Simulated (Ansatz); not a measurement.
# The perfect GaP wire along [111], 14 atoms a period, H-terminated, part 2 of 2

Aim: is the GaP wire along [111], 14 atoms a period, H-terminated a metal or a semiconductor?

Ansatz 0.2.0; DFT PBE, plane waves, PAW; relaxation of a wire's period; PAW set soft_1 (the session's first sound run).

So far. Step 2 (The relaxed wire): The cell's length comes to 9.520 Å with spin left out.

### 3. The perfect wire

This step: DFT PBE, plane waves, PAW; bands of a perfect wire; PAW set soft_1 (Ansatz 0.2.0).

At the relaxed period the bands are computed along the axis; those that cross an energy going forward count the channels that a perfect wire would open there.

File input.yaml:

```yaml
crystal:
  lattice:
    - [13.276, 0.0, 0.0]
    - [0.0, 14.137, 0.0]
    - [0.0, 0.0, 9.5204657925]
  atoms:
    - { symbol: Ga, position: [0.346529213, 0.421718441, 0.988586679] }
    - { symbol: Ga, position: [0.50001083, 0.671423248, 0.988574977] }
    - { symbol: P, position: [0.359279315, 0.428695832, 0.243925806] }
    - { symbol: P, position: [0.50001083, 0.657639564, 0.243903072] }
    - { symbol: P, position: [0.640742345, 0.428695832, 0.243925806] }
    - { symbol: H, position: [0.249253495, 0.640903856, 0.285053559] }
    - { symbol: H, position: [0.50001083, 0.233102255, 0.28513891] }
    - { symbol: H, position: [0.750768165, 0.640903856, 0.285053559] }
    - { symbol: H, position: [0.273771372, 0.382336102, 0.302423053] }
    - { symbol: H, position: [0.50001083, 0.750378169, 0.302335061] }
    - { symbol: H, position: [0.726250288, 0.382336102, 0.302423053] }
    - { symbol: Ga, position: [0.348248405, 0.58731783, 0.322802974] }
    - { symbol: Ga, position: [0.50001083, 0.340436775, 0.32285075] }
    - { symbol: Ga, position: [0.651773255, 0.58731783, 0.322802974] }
    - { symbol: P, position: [0.361104287, 0.580358231, 0.578042335] }
    - { symbol: P, position: [0.50001083, 0.354401598, 0.578060096] }
    - { symbol: P, position: [0.638917373, 0.580358231, 0.578042335] }
    - { symbol: H, position: [0.27259857, 0.540837739, 0.637944093] }
    - { symbol: H, position: [0.353298155, 0.672115518, 0.637884304] }
    - { symbol: H, position: [0.419305936, 0.30218009, 0.637943732] }
    - { symbol: H, position: [0.580715724, 0.30218009, 0.637943732] }
    - { symbol: H, position: [0.646723505, 0.672115518, 0.637884304] }
    - { symbol: H, position: [0.72742309, 0.540837739, 0.637944093] }
    - { symbol: Ga, position: [0.50001083, 0.505051309, 0.694510456] }
    - { symbol: P, position: [0.50001083, 0.504952592, 0.936097936] }
    - { symbol: H, position: [0.253440543, 0.483135963, 0.944208833] }
    - { symbol: H, position: [0.356692927, 0.315263895, 0.944347285] }
    - { symbol: H, position: [0.396777678, 0.716332115, 0.944192372] }
    - { symbol: H, position: [0.603243982, 0.716332115, 0.944192372] }
    - { symbol: H, position: [0.643328733, 0.315263895, 0.944347285] }
    - { symbol: H, position: [0.746581117, 0.483135963, 0.944208833] }
    - { symbol: Ga, position: [0.653492447, 0.421718441, 0.988586679] }
kpoints:
  mp_grid: { grid: [1, 1, 9] }
  band_path: { path: ["Γ", Z], npoints: 90 }
scf:
  occupations: { method: fermi_dirac, width: 0.05 }
hamiltonian:
  xc: pbe
  pseudopotentials: { kind: paw, azcp: { folder: soft_1 } }
output:
  dos: { e_range: [-5, 4] }
  write_potential: true
  write_density: true
  volumetric_format: npy
```

Started as:

```bash
ansatz run input.yaml --threads 4 --pin off --max-ram 16384MiB --backend cpu --events-out ev --progress --plain --runs-dir out
```

Numbers of over 12 decimals in the logs are rounded to 6 here.

The log of the run:

```text
[...]
Crystal: 32 atoms, lattice volume = 1786.828 Å³
Basis set: ecut = 420 eV, 34953 PW (Γ)
Bands: 104, of which v1, the nominal top of the filled ones, is band 72 counted from 1 (71 counted from 0)
Symmetry: 2 space group operations
[...]
k-points: 5 of 9 (time reversal used)
[...]
SCF iter   1: F=—  HF=-32064.516242 eV  |F-HF|=—  |Δ(HF+E_count)|=         —  Δρ=3.39e-2  dr2=1.94e1  ethr=3.10e-3  ⟨swp⟩=9.2  Hψ=2831  notcnv=0  defer=31
[...]
SCF iter  10: F=-32058.139811 eV  HF=-32058.139811 eV  |F-HF|=1.74e-8  |Δ(HF+E_count)|=   3.49e-7  Δρ=1.03e-6  dr2=2.36e-8  ethr=6.94e-11  ⟨swp⟩=18.4  Hψ=3578  notcnv=0
SCF 1 converged in 10 iterations: F = -32058.139811 eV  dr2 = 2.36e-8
[...]
NSCF: frozen V_eff on 91 k-points
WARN: The output density's exchange-correlation potential varies sharply where the density is thin. Do not read a vacuum level from v_tot or v_xc, or from such a field of the output density. On a cell that repeats whose density bears no net charge and no dipole along the vacuum's axis use v_es (v_loc + v_h of the components); under efield.dipole_correction with no amplitude use v_es + v_field, which holds any externa [...]
SCF converged after 10 iterations
Free energy (F): -32058.139811 eV
[...]
Internal energy: -32058.139811 eV  (E = F + TS)
E sigma→0 (E₀):  -32058.139811 eV
Fermi energy:    -2.061232 eV
[...]
--- Band table (eV; the first three rows and the last of 5) ---
  k-point 0: bands = [... 68 lower, -4.4648, -4.0228, -4.0225, -3.8976, -0.0548, -0.0018, -0.0010, 0.3003, ... 28 higher]
  k-point 1: bands = [... 68 lower, -4.4585, -4.0210, -4.0208, -3.9323, -0.0798, -0.0336, -0.0317, 0.3663, ... 28 higher]
  k-point 2: bands = [... 68 lower, -4.4426, -4.0356, -4.0161, -4.0158, -0.1358, -0.0657, -0.0629, 0.4206, ... 28 higher]
  k-point 4: bands = [... 68 lower, -4.3861, -4.3859, -4.0045, -4.0043, -0.2226, -0.0389, -0.0356, 0.1116, ... 28 higher]
```

Elapsed: 7.4 min, on 4 threads of Arm Neoverse V1, shared host; peak memory 9.2 GiB.

This step gave:

| Quantity | Value |
| --- | --- |
| band gap | 3.671 eV |

Electronic bands along the path, in eV, zero at the Fermi level; v1 is the highest filled band, c1 the lowest empty one:

```
  point     v4     v3     v2     v1    c1    c2    c3    c4
      Γ  -2.40  -1.96  -1.96  -1.84  2.01  2.06  2.06  2.36
halfway  -2.37  -2.01  -1.95  -1.95  1.91  1.99  2.00  2.44
      Z  -2.32  -2.32  -1.94  -1.94  1.83  2.03  2.03  2.16
```

The gap is 3.67 eV, with spin left out.

The path shows an indirect gap of 3.67 eV (valence top at Γ, conduction bottom at Z). The least direct gap is 3.78 eV.

### 4. Another level of theory, cutoff 500 eV, k-mesh 1×1×7

This step: DFT r2SCAN, plane waves, PAW; bands of a perfect wire at the PBE geometry; PAW set soft_1 (Ansatz 0.2.0).

The atoms stay at the PBE geometry and the functional changes. r2SCAN also reads the kinetic-energy density; it often gives larger moments and wider gaps than PBE, at a higher cost. Against the first PBE run of this kind, the cutoff is 500 eV against 420 and the mesh along the wire has 7 points against 9.

input.yaml: that of step 3 with these lines changed.

```diff
@@ -39,3 +39,3 @@
 kpoints:
-  mp_grid: { grid: [1, 1, 9] }
+  mp_grid: { grid: [1, 1, 7] }
   band_path: { path: ["Γ", Z], npoints: 90 }
@@ -44,8 +44,3 @@
 hamiltonian:
-  xc: pbe
+  xc: r2scan
   pseudopotentials: { kind: paw, azcp: { folder: soft_1 } }
-output:
-  dos: { e_range: [-5, 4] }
-  write_potential: true
-  write_density: true
-  volumetric_format: npy
```

The log of the run:

```text
[...]
Crystal: 32 atoms, lattice volume = 1786.828 Å³
Basis set: ecut = 500 eV, 45385 PW (Γ), exchange–correlation on 400×432×288 points (64 copies of the dense FFT grid, shifted against one another)
Bands: 104, of which v1, the nominal top of the filled ones, is band 72 counted from 1 (71 counted from 0)
Symmetry: 2 space group operations
[...]
k-points: 4 of 7 (time reversal used)
[...]
SCF iter   1: F=—  HF=-32139.330855 eV  |F-HF|=—  |Δ(HF+E_count)|=         —  Δρ=3.34e-2  dr2=1.77e1  dr2_τ=2.57e-1  ethr=3.10e-3  ⟨swp⟩=9.5  Hψ=2280  notcnv=0  defer=22
[...]
SCF iter  10: F=-32135.272700 eV  HF=-32135.272700 eV  |F-HF|=4.34e-8  |Δ(HF+E_count)|=   3.86e-7  Δρ=9.44e-7  dr2=1.43e-8  dr2_τ=3.84e-10  ethr=6.94e-11  ⟨swp⟩=19.2  Hψ=2779  notcnv=0
SCF 1 converged in 10 iterations: F = -32135.272700 eV  dr2 = 1.43e-8
[...]
SCF converged after 10 iterations
Free energy (F): -32135.272700 eV
[...]
Internal energy: -32135.272700 eV  (E = F + TS)
E sigma→0 (E₀):  -32135.272700 eV
Fermi energy:    -2.087996 eV
[...]
--- Band table (eV) ---
  k-point 0: bands = [... 68 lower, -4.7470, -4.2664, -4.2663, -4.1086, 0.1432, 0.1433, 0.1449, 0.4861, ... 28 higher]
  k-point 1: bands = [... 68 lower, -4.7352, -4.2633, -4.2632, -4.1692, 0.0987, 0.1074, 0.1082, 0.5790, ... 28 higher]
  k-point 2: bands = [... 68 lower, -4.6669, -4.3471, -4.2552, -4.2551, 0.0107, 0.0928, 0.0943, 0.5458, ... 28 higher]
  k-point 3: bands = [... 68 lower, -4.6352, -4.6146, -4.2474, -4.2473, -0.0507, 0.1192, 0.1208, 0.3482, ... 28 higher]
```

Elapsed: 12 min, on 4 threads; peak memory 14 GiB.

This step gave:

- band gap: 4.049 eV

Electronic bands along the path, in eV, zero at the Fermi level; v1 is the highest filled band, c1 the lowest empty one:

```
  point     v4     v3     v2     v1    c1    c2    c3    c4
      Γ  -2.66  -2.18  -2.18  -2.02  2.23  2.23  2.23  2.57
halfway  -2.59  -2.20  -2.17  -2.17  2.12  2.18  2.18  2.70
      Z  -2.54  -2.54  -2.16  -2.16  2.03  2.21  2.22  2.41
```

The gap is 4.05 eV, against 3.67 eV under PBE at the relaxed period.

### 5. Another level of theory, level HSE06, cutoff 420 eV

This step: DFT HSE06, plane waves, PAW; levels of a perfect wire at the PBE geometry; PAW set soft_1 (Ansatz 0.2.0).

The atoms stay at the PBE geometry and the functional changes. HSE06 mixes in a quarter of short-range exact exchange, which removes part of the self-interaction that closes gaps; it is dear, so the mesh is thinner and no path is run. Against the first PBE run of this kind, the mesh along the wire has 4 points against 9.

input.yaml: that of step 4 with these lines changed.

```diff
@@ -39,4 +39,3 @@
 kpoints:
-  mp_grid: { grid: [1, 1, 7] }
-  band_path: { path: ["Γ", Z], npoints: 90 }
+  mp_grid: { grid: [1, 1, 4] }
 scf:
@@ -44,3 +43,3 @@
 hamiltonian:
-  xc: r2scan
+  xc: hse06
   pseudopotentials: { kind: paw, azcp: { folder: soft_1 } }
```

The log of the run:

```text
[...]
Crystal: 32 atoms, lattice volume = 1786.828 Å³
Basis set: ecut = 420 eV, 34953 PW (Γ)
Bands: 104, of which v1, the nominal top of the filled ones, is band 72 counted from 1 (71 counted from 0)
Symmetry: 2 space group operations
[...]
k-points: 3 of 4 (time reversal used)
[...]
Internal energy: -32065.915306 eV  (E = F + TS)
E sigma→0 (E₀):  -32065.915306 eV
Fermi energy:    -2.146091 eV
[...]
--- Band table (eV) ---
  k-point 0: bands = [... 68 lower, -5.1652, -4.6555, -4.6553, -4.4400, 0.3602]
  k-point 1: bands = [... 68 lower, -5.0590, -4.6446, -4.6444, -4.6347, 0.2499]
  k-point 2: bands = [... 68 lower, -5.0091, -5.0084, -4.6307, -4.6305, 0.1655]
  guard bands above this table: 31 of the run's 104 bands. The solve was not asked for them (output.publish_guard_bands: true or output.eigenvalues: true publishes all)
[key lines of the parts left out:]
Free energy (F): -32065.915306 eV
```

The job ended after 12 min (4 threads; peak memory 6 GiB; 48 min of CPU time).

Numbers from this step:

- band gap: 4.606 eV

The gap is 4.61 eV, against 3.67 eV under PBE at the relaxed period.

### 6. Outcome

- cell length, PBE: 9.520 Å
- gap, PBE: 3.67 eV
- gap, r2SCAN: 4.05 eV
- gap, HSE06: 4.61 eV

What this shows: Under PBE the cell's length is 9.52 Å, and a gap of 3.67 eV makes it a semiconductor. At the relaxed period the wire is gapped under every functional, from 3.67 eV (PBE) to 4.61 eV (HSE06). Weak screening in one dimension makes quasiparticle gaps larger than the semilocal gaps, as a rule. Plain hydrogen on a compound's surface is a simple closure: it may leave surface states, and facets that end in unlike atoms put a field across the wire, both of which shrink the gap. A hybrid's gap is read on a coarse mesh, without a band path.

[Logs are printed without paths, hosts, clocks, repeated set-up lines and the standing remarks that a program may print on its own settings, such as how far it seeks lower states.]

[Hosts, paths, dates, database ids (printed as entryN), source tags and the programs' standing remarks are cut or masked in the printed files.]
